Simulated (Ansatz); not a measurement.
# Work function of Pd(111): what the settings cost and change, part 2 of 2

Aim: the work function of Pd(111) against thickness and vacuum, with the cost.

Ansatz 0.2.0; plane-wave DFT, PBE, Ansatz PAW.

So far, work function, upper face (eV): step 2 (run, setting 1 layer) 5.99; step 4 (run, 3 atoms) 5.21; step 5 (run, 4 atoms) 5.22; step 6 (slab, 5 atoms) 5.21; step 7 (run, 6 atoms) 5.22.

## Step 8: Slab, 8 atoms

System of this step: Pd(111). The cell holds 8 atoms: 8 Pd. Cell: a = 2.751 Å, b = 2.751 Å, c = 33.721 Å, α = 90.0°, β = 90.0°, γ = 60.0°. Vacuum lies along c.

Input file input.yaml:

```yaml
crystal:
  lattice:
    - [2.7506453788, 0.0, 0.0]
    - [1.3753226894, 2.3821287749, 0.0]
    - [0.0, 0.0, 33.72124783]
  atoms:
    - { symbol: Pd, position: [0.6666666667, 0.6666666667, 0.266894038] }
    - { symbol: Pd, position: [0.0, 0.0, 0.3334957414] }
    - { symbol: Pd, position: [0.3333333333, 0.3333333333, 0.4000974449] }
    - { symbol: Pd, position: [0.6666666667, 0.6666666667, 0.4666991483] }
    - { symbol: Pd, position: [0.0, 0.0, 0.5333008517] }
    - { symbol: Pd, position: [0.3333333333, 0.3333333333, 0.5999025551] }
    - { symbol: Pd, position: [0.6666666667, 0.6666666667, 0.6665042586] }
    - { symbol: Pd, position: [0.0, 0.0, 0.733105962] }
kpoints:
  mp_grid: { grid: [17, 17, 1] }
hamiltonian:
  xc: pbe
scf:
  occupations: { method: fermi_dirac, width: 0.1 }
  convergence: { dr2_threshold: 1.0e-09 }
efield:
  axis: 3
  dipole_correction: true
  ramp_position: 0.97
  ramp_width: 0.06
output:
  write_potential: true
  write_density: true
  volumetric_format: npy
```

The run is started by

```
> ansatz run input.yaml --threads 2 --pin off --max-ram 3072MiB --backend cpu --events-out ev --progress --plain --runs-dir out
```

What it wrote:

```text
[...]
Crystal: 8 atoms, lattice volume = 220.955 Å³
Basis set: ecut = 420 eV, 4319 PW (Γ)
Bands: 87, of which v1, the nominal top of the filled ones, is band 72 counted from 1 (71 counted from 0)
Symmetry: 6 space group operations
k-points: 33 of 289 (time reversal used)
[...]
k-point 0: bands = [... 68 lower, 7.1359, 7.1359, 7.4151, 7.4151, 7.7347, 7.7347, 7.9471, 7.9835, ... 11 higher]
  k-point 1: bands = [... 68 lower, 7.1402, 7.1484, 7.2846, 7.4199, 7.5508, 7.7109, 7.7383, 7.9407, ... 11 higher]
  k-point 2: bands = [... 68 lower, 7.0117, 7.1201, 7.1758, 7.3252, 7.4302, 7.7466, 7.7696, 7.9996, ... 11 higher]
  k-point 32: bands = [... 68 lower, 7.9105, 7.9292, 8.0292, 8.0407, 13.7447, 13.7470, 13.9139, 14.1169, ... 11 higher]
[key lines of the parts left out:]
SCF converged after 13 iterations
Free energy (F): -55781.895092 eV
Fermi energy:    8.166077 eV
Dipole field:    D = 0.000003 V/Å  (p = 0.000004 e·Å, saw-weighted, corrected)
Work function:   Φ+ = 5.2244 eV   Φ− = 5.2245 eV
```

It took 1.8 min on 2 threads of Arm Neoverse N1, shared host; peak memory 0.9 GiB.

The work function is 5.224 eV, +0.002 eV from the run “6 layers”, at 1.9 times its CPU time.

## Step 9: Run, 10 atoms

System of this step: Pd(111). The cell holds 10 atoms: 10 Pd. Cell: a = 2.751 Å, b = 2.751 Å, c = 38.213 Å, α = 90.0°, β = 90.0°, γ = 60.0°. Vacuum lies along c.

input.yaml, the sections that differ from step 8:

```yaml
crystal:
  lattice:
    - [2.7506453788, 0.0, 0.0]
    - [1.3753226894, 2.3821287749, 0.0]
    - [0.0, 0.0, 38.2130329243]
  atoms:
    - { symbol: Pd, position: [0.0, 0.0, 0.2355217399] }
    - { symbol: Pd, position: [0.3333333333, 0.3333333333, 0.2942946866] }
    - { symbol: Pd, position: [0.6666666667, 0.6666666667, 0.3530676333] }
    - { symbol: Pd, position: [0.0, 0.0, 0.41184058] }
    - { symbol: Pd, position: [0.3333333333, 0.3333333333, 0.4706135267] }
    - { symbol: Pd, position: [0.6666666667, 0.6666666667, 0.5293864733] }
    - { symbol: Pd, position: [0.0, 0.0, 0.58815942] }
    - { symbol: Pd, position: [0.3333333333, 0.3333333333, 0.6469323667] }
    - { symbol: Pd, position: [0.6666666667, 0.6666666667, 0.7057053134] }
    - { symbol: Pd, position: [0.0, 0.0, 0.7644782601] }
# kpoints, hamiltonian, scf, efield, output: as in step 8
```

What it wrote:

```text
[...]
Crystal: 10 atoms, lattice volume = 250.387 Å³
Basis set: ecut = 420 eV, 4897 PW (Γ)
Bands: 108, of which v1, the nominal top of the filled ones, is band 90 counted from 1 (89 counted from 0)
Symmetry: 6 space group operations
k-points: 33 of 289 (time reversal used)
[...]
k-point 0: bands = [... 86 lower, 8.5042, 8.7092, 8.7280, 8.7280, 8.9900, 8.9900, 9.2344, 9.2344, ... 14 higher]
  k-point 1: bands = [... 86 lower, 8.5193, 8.5986, 8.7064, 8.7350, 8.9266, 8.9948, 9.0438, 9.2077, ... 14 higher]
  k-point 2: bands = [... 86 lower, 8.4242, 8.5344, 8.5527, 8.7330, 8.7510, 9.0055, 9.1090, 9.2505, ... 14 higher]
  k-point 32: bands = [... 86 lower, 9.3186, 9.3557, 9.4167, 9.4392, 15.0942, 15.1085, 15.1963, 15.2813, ... 14 higher]
[key lines of the parts left out:]
SCF converged after 14 iterations
Free energy (F): -69727.632091 eV
Fermi energy:    9.547356 eV
Dipole field:    D = -0.000000 V/Å  (p = -0.000001 e·Å, saw-weighted, corrected)
Work function:   Φ+ = 5.2208 eV   Φ− = 5.2208 eV
```

Run time: 2.8 min. Hardware: 2 threads; peak memory 1.2 GiB; 5 min of CPU time.

The work function is 5.221 eV, -0.004 eV from the run “8 layers”, at 1.6 times its CPU time.

## Step 10: Slab, 13 atoms

System of this step: Pd(111). The cell holds 13 atoms: 13 Pd. Its edges and angles: a = 2.751 Å, b = 2.751 Å, c = 44.951 Å, α = 90.0°, β = 90.0°, γ = 60.0°. Vacuum lies along c.

input.yaml, the sections that differ from step 9:

```yaml
crystal:
  lattice:
    - [2.7506453788, 0.0, 0.0]
    - [1.3753226894, 2.3821287749, 0.0]
    - [0.0, 0.0, 44.9507105658]
  atoms:
    - { symbol: Pd, position: [0.0, 0.0, 0.2002193044] }
    - { symbol: Pd, position: [0.3333333333, 0.3333333333, 0.2501827536] }
    - { symbol: Pd, position: [0.6666666667, 0.6666666667, 0.3001462029] }
    - { symbol: Pd, position: [0.0, 0.0, 0.3501096522] }
    - { symbol: Pd, position: [0.3333333333, 0.3333333333, 0.4000731015] }
    - { symbol: Pd, position: [0.6666666667, 0.6666666667, 0.4500365507] }
    - { symbol: Pd, position: [0.0, 0.0, 0.5] }
    - { symbol: Pd, position: [0.3333333333, 0.3333333333, 0.5499634493] }
    - { symbol: Pd, position: [0.6666666667, 0.6666666667, 0.5999268985] }
    - { symbol: Pd, position: [0.0, 0.0, 0.6498903478] }
    - { symbol: Pd, position: [0.3333333333, 0.3333333333, 0.6998537971] }
    - { symbol: Pd, position: [0.6666666667, 0.6666666667, 0.7498172464] }
    - { symbol: Pd, position: [0.0, 0.0, 0.7997806956] }
# kpoints, hamiltonian, scf, efield, output: as in step 9
```

What it wrote:

```text
[...]
Crystal: 13 atoms, lattice volume = 294.535 Å³
Basis set: ecut = 420 eV, 5761 PW (Γ)
Bands: 141, of which v1, the nominal top of the filled ones, is band 117 counted from 1 (116 counted from 0)
Symmetry: 6 space group operations
k-points: 33 of 289 (time reversal used)
[...]
k-point 1: bands = [... 113 lower, 10.0776, 10.1381, 10.2868, 10.3224, 10.3547, 10.5102, 10.5280, 10.6197, ... 20 higher]
  k-point 2: bands = [... 113 lower, 10.0474, 10.0606, 10.1684, 10.2056, 10.3404, 10.4552, 10.5416, 10.7391, ... 20 higher]
  k-point 32: bands = [... 113 lower, 10.9055, 10.9369, 10.9882, 10.9991, 16.6306, 16.6364, 16.7034, 16.7241, ... 20 higher]
[key lines of the parts left out:]
SCF converged after 14 iterations
Free energy (F): -90646.242016 eV
Fermi energy:    11.099723 eV
Dipole field:    D = -0.000000 V/Å  (p = -0.000001 e·Å, saw-weighted, corrected)
Work function:   Φ+ = 5.2204 eV   Φ− = 5.2204 eV
```

Wall time 4.9 min (2 threads); peak memory 1.6 GiB.

The work function is 5.220 eV, -0.000 eV from the run “10 layers”, at 1.8 times its CPU time.

## Step 11: Run, 7 atoms

System of this step: Pd(111). The cell holds 7 atoms: 7 Pd. Its edges and angles: a = 2.751 Å, b = 2.751 Å, c = 23.475 Å, α = 90.0°, β = 90.0°, γ = 60.0°. Vacuum lies along c.

input.yaml, the sections that differ from step 10:

```yaml
crystal:
  lattice:
    - [2.7506453788, 0.0, 0.0]
    - [1.3753226894, 2.3821287749, 0.0]
    - [0.0, 0.0, 23.4753552829]
  atoms:
    - { symbol: Pd, position: [0.0, 0.0, 0.2129893218] }
    - { symbol: Pd, position: [0.3333333333, 0.3333333333, 0.3086595478] }
    - { symbol: Pd, position: [0.6666666667, 0.6666666667, 0.4043297739] }
    - { symbol: Pd, position: [0.0, 0.0, 0.5] }
    - { symbol: Pd, position: [0.3333333333, 0.3333333333, 0.5956702261] }
    - { symbol: Pd, position: [0.6666666667, 0.6666666667, 0.6913404522] }
    - { symbol: Pd, position: [0.0, 0.0, 0.7870106782] }
# kpoints, hamiltonian, scf, efield, output: as in step 10
```

What it wrote:

```text
[...]
Crystal: 7 atoms, lattice volume = 153.820 Å³
Basis set: ecut = 420 eV, 3001 PW (Γ)
Bands: 76, of which v1, the nominal top of the filled ones, is band 63 counted from 1 (62 counted from 0)
Symmetry: 6 space group operations
k-points: 33 of 289 (time reversal used)
[...]
k-point 1: bands = [... 59 lower, 10.4928, 10.5568, 10.7378, 10.8817, 11.0887, 11.1175, 11.2402, 11.3973, ... 9 higher]
  k-point 2: bands = [... 59 lower, 10.4679, 10.5222, 10.6306, 10.7503, 10.9527, 11.0948, 11.4070, 11.5567, ... 9 higher]
  k-point 32: bands = [... 59 lower, 11.3231, 11.3764, 11.4404, 11.4835, 17.1948, 17.2308, 17.4630, 17.7301, ... 9 higher]
[key lines of the parts left out:]
SCF converged after 13 iterations
Free energy (F): -48809.024649 eV
Fermi energy:    11.608441 eV
Dipole field:    D = 0.000000 V/Å  (p = 0.000000 e·Å, saw-weighted, corrected)
Work function:   Φ+ = 5.2172 eV (in doubt: plateau slope 2.3e-2 eV/Å)   Φ− = 5.2183 eV (in doubt: plateau slope 1.6e-2 eV/Å)
```

It took 63 s on 2 threads; peak memory 0.64 GiB.

The work function is 5.217 eV. The program marks this work function as in doubt.

## Step 12: Run, 7 atoms (run 2)

The cell differs from the one that the last finished run ended in (c 23.475 → 27.475 Å).

input.yaml, the sections that differ from step 11:

```yaml
crystal:
  lattice:
    - [2.7506453788, 0.0, 0.0]
    - [1.3753226894, 2.3821287749, 0.0]
    - [0.0, 0.0, 27.4753552829]
  atoms:
    - { symbol: Pd, position: [0.0, 0.0, 0.2547737756] }
    - { symbol: Pd, position: [0.3333333333, 0.3333333333, 0.3365158504] }
    - { symbol: Pd, position: [0.6666666667, 0.6666666667, 0.4182579252] }
    - { symbol: Pd, position: [0.0, 0.0, 0.5] }
    - { symbol: Pd, position: [0.3333333333, 0.3333333333, 0.5817420748] }
    - { symbol: Pd, position: [0.6666666667, 0.6666666667, 0.6634841496] }
    - { symbol: Pd, position: [0.0, 0.0, 0.7452262244] }
# kpoints, hamiltonian, scf, efield, output: as in step 11
```

What it wrote:

```text
[...]
Crystal: 7 atoms, lattice volume = 180.029 Å³
Basis set: ecut = 420 eV, 3529 PW (Γ)
Bands: 76, of which v1, the nominal top of the filled ones, is band 63 counted from 1 (62 counted from 0)
Symmetry: 6 space group operations
k-points: 33 of 289 (time reversal used)
[...]
k-point 0: bands = [... 59 lower, 8.0242, 8.2820, 8.2820, 8.6358, 8.6358, 8.6857, 8.9434, 8.9434, ... 9 higher]
  k-point 1: bands = [... 59 lower, 8.0428, 8.1068, 8.2878, 8.4317, 8.6387, 8.6675, 8.7905, 8.9473, ... 9 higher]
  k-point 2: bands = [... 59 lower, 8.0180, 8.0722, 8.1804, 8.3003, 8.5028, 8.6448, 8.9570, 9.1067, ... 9 higher]
  k-point 32: bands = [... 59 lower, 8.8731, 8.9265, 8.9905, 9.0335, 14.7448, 14.7808, 15.0130, 15.2801, ... 9 higher]
[key lines of the parts left out:]
SCF converged after 13 iterations
Free energy (F): -48809.024660 eV
Fermi energy:    9.158445 eV
Dipole field:    D = -0.000000 V/Å  (p = -0.000000 e·Å, saw-weighted, corrected)
Work function:   Φ+ = 5.2205 eV   Φ− = 5.2205 eV
```

The job ended after 69 s (2 threads; peak memory 0.71 GiB; 2 min of CPU time).

The work function is 5.220 eV, +0.003 eV from the run “7 layers, 10 Å of vacuum”, at 1.1 times its CPU time.

## Step 13: Run, 7 atoms (run 3)

The cell differs from the one that the last finished run ended in (c 27.475 → 39.475 Å).

input.yaml, the sections that differ from step 12:

```yaml
crystal:
  lattice:
    - [2.7506453788, 0.0, 0.0]
    - [1.3753226894, 2.3821287749, 0.0]
    - [0.0, 0.0, 39.4753552829]
  atoms:
    - { symbol: Pd, position: [0.0, 0.0, 0.329319392] }
    - { symbol: Pd, position: [0.3333333333, 0.3333333333, 0.386212928] }
    - { symbol: Pd, position: [0.6666666667, 0.6666666667, 0.443106464] }
    - { symbol: Pd, position: [0.0, 0.0, 0.5] }
    - { symbol: Pd, position: [0.3333333333, 0.3333333333, 0.556893536] }
    - { symbol: Pd, position: [0.6666666667, 0.6666666667, 0.613787072] }
    - { symbol: Pd, position: [0.0, 0.0, 0.670680608] }
# kpoints, hamiltonian, scf, efield, output: as in step 12
```

What it wrote:

```text
[...]
Crystal: 7 atoms, lattice volume = 258.658 Å³
Basis set: ecut = 420 eV, 5057 PW (Γ)
Bands: 76, of which v1, the nominal top of the filled ones, is band 63 counted from 1 (62 counted from 0)
Symmetry: 6 space group operations
k-points: 33 of 289 (time reversal used)
[...]
k-point 0: bands = [... 59 lower, 3.6533, 3.9110, 3.9110, 4.2648, 4.2648, 4.3147, 4.5725, 4.5725, ... 9 higher]
  k-point 1: bands = [... 59 lower, 3.6718, 3.7358, 3.9168, 4.0608, 4.2677, 4.2965, 4.4195, 4.5763, ... 9 higher]
  k-point 2: bands = [... 59 lower, 3.6471, 3.7012, 3.8094, 3.9293, 4.1318, 4.2738, 4.5861, 4.7357, ... 9 higher]
  k-point 32: bands = [... 59 lower, 4.5021, 4.5555, 4.6195, 4.6625, 10.3738, 10.4098, 10.6420, 10.9091, ... 9 higher]
[key lines of the parts left out:]
SCF converged after 13 iterations
Free energy (F): -48809.024640 eV
Fermi energy:    4.787481 eV
Dipole field:    D = 0.000002 V/Å  (p = 0.000004 e·Å, saw-weighted, corrected)
Work function:   Φ+ = 5.2204 eV   Φ− = 5.2205 eV
```

Elapsed: 96 s, on 2 threads; peak memory 0.92 GiB; 2.8 min of CPU time.

The work function is 5.220 eV, -0.000 eV from the run “7 layers, 14 Å of vacuum”, at 1.4 times its CPU time.

## Step 14: Comparing the runs

Times are for 2 threads of Arm Neoverse N1, shared host. The runs compared:

| no. | setting | work function, upper face (eV) | time | memory (GiB) |
| --- | --- | --- | --- | --- |
| 1 | 1 layer | 5.986 | 8.2 s | 0.37 |
| 2 | 2 layers | 5.226 | 14 s | 0.43 |
| 3 | 3 layers | 5.207 | 22 s | 0.44 |
| 4 | 4 layers | 5.221 | 33 s | 0.49 |
| 5 | 5 layers | 5.209 | 41 s | 0.58 |
| 6 | 6 layers | 5.223 | 58 s | 0.67 |
| 7 | 8 layers | 5.224 | 1.8 min | 0.9 |
| 8 | 10 layers | 5.221 | 2.8 min | 1.2 |
| 9 | 13 layers | 5.220 | 4.9 min | 1.6 |
| 10 | 7 layers, 10 Å of vacuum | 5.217 | 63 s | 0.64 |
| 11 | 7 layers, 14 Å of vacuum | 5.220 | 69 s | 0.71 |
| 12 | 7 layers, 26 Å of vacuum | 5.220 | 96 s | 0.92 |

## Step 15: The same run with other settings

System of this step: Pd(111) monolayer. The cell holds 1 atom: 1 Pd. Cell: a = 2.751 Å, b = 2.751 Å, c = 18.000 Å, α = 90.0°, β = 90.0°, γ = 60.0°. Vacuum lies along c.

An input spoilt on purpose, to show how the run answers: it repeats the earlier run “1 layer” with efield.axis from 3 to 0, and scf.max_iter set to 80; its output block differs too.

input.yaml, the sections that differ from step 13:

```yaml
crystal:
  lattice:
    - [2.7506453788, 0.0, 0.0]
    - [1.3753226894, 2.3821287749, 0.0]
    - [0.0, 0.0, 18.0]
  atoms:
    - { symbol: Pd, position: [0.6666666667, 0.6666666667, 0.5] }
scf:
  occupations: { method: fermi_dirac, width: 0.1 }
  convergence: { dr2_threshold: 1.0e-09 }
  max_iter: 80
efield:
  axis: 0
  dipole_correction: true
  ramp_position: 0.97
  ramp_width: 0.06
# kpoints, hamiltonian, output: as in step 13
```

What it wrote:

```text
Error: invalid value for `efield.axis`: must be in [1, 3]; got 0
```

The job ended after 0.05 s (2 threads; peak memory 0.06 GiB; 0.02 s of CPU time).

The program refused the input before any cycle.

The program's message: “Error: invalid value for `efield.axis`: must be in [1, 3]; got 0”

The fault put into the input: an axis of 0, outside the range 1 to 3.

## Step 16: Outcome

```
work function, 1 layer   : 5.986 eV
work function, 3 layers  : 5.207 eV
work function, 6 layers  : 5.223 eV
work function, 13 layers : 5.220 eV
```

**Reading.** The thickest slab gives 5.22 eV, and the settings tried spread the value from 5.21 to 5.99 eV. At 18 Å of vacuum, the slabs from 2 layers on stay within 0.02 eV of the thickest. Going from 10 to 26 Å of vacuum moves it by 0.003 eV. The program marks the value as in doubt in “7 layers, 10 Å of vacuum”. The ladder's slabs use the tabulated experimental lattice constant (two decimals; a low-temperature value for the alkali metals). The main runs have no spin polarisation; a magnetic state could lie lower and would change these results. In 1 run of the series (7 layers, 10 Å of vacuum) the program warns that electrons reach the sawtooth's ramp, which makes dipole and work function less sure.

Comparison with the measured values:

```
                                               quantity  measured        13 layers
work function (clean (111) face, a compiled value) (eV)      5.67  5.22 (-0.45 eV)
```

Measured values from arxiv:1902.07811 (2019).

How well it matches: The work function is off by -0.45 eV: a clear miss. No cell relaxation is part of this session.

[Long decimals in the printed logs are rounded to 6 places.]

[Logs are printed without paths, hosts, clocks, repeated set-up lines and the standing remarks that a program may print on its own settings, such as how far it seeks lower states.]

[Hosts, paths, dates, database ids (printed as entryN), source tags and the programs' standing remarks are cut or masked in the printed files.]

[Maps of the electrostatic potential energy from Ansatz leave out the sawtooth potential of an applied field or a dipole correction, so their vacuum need not be flat; planar profiles and work functions include it.]
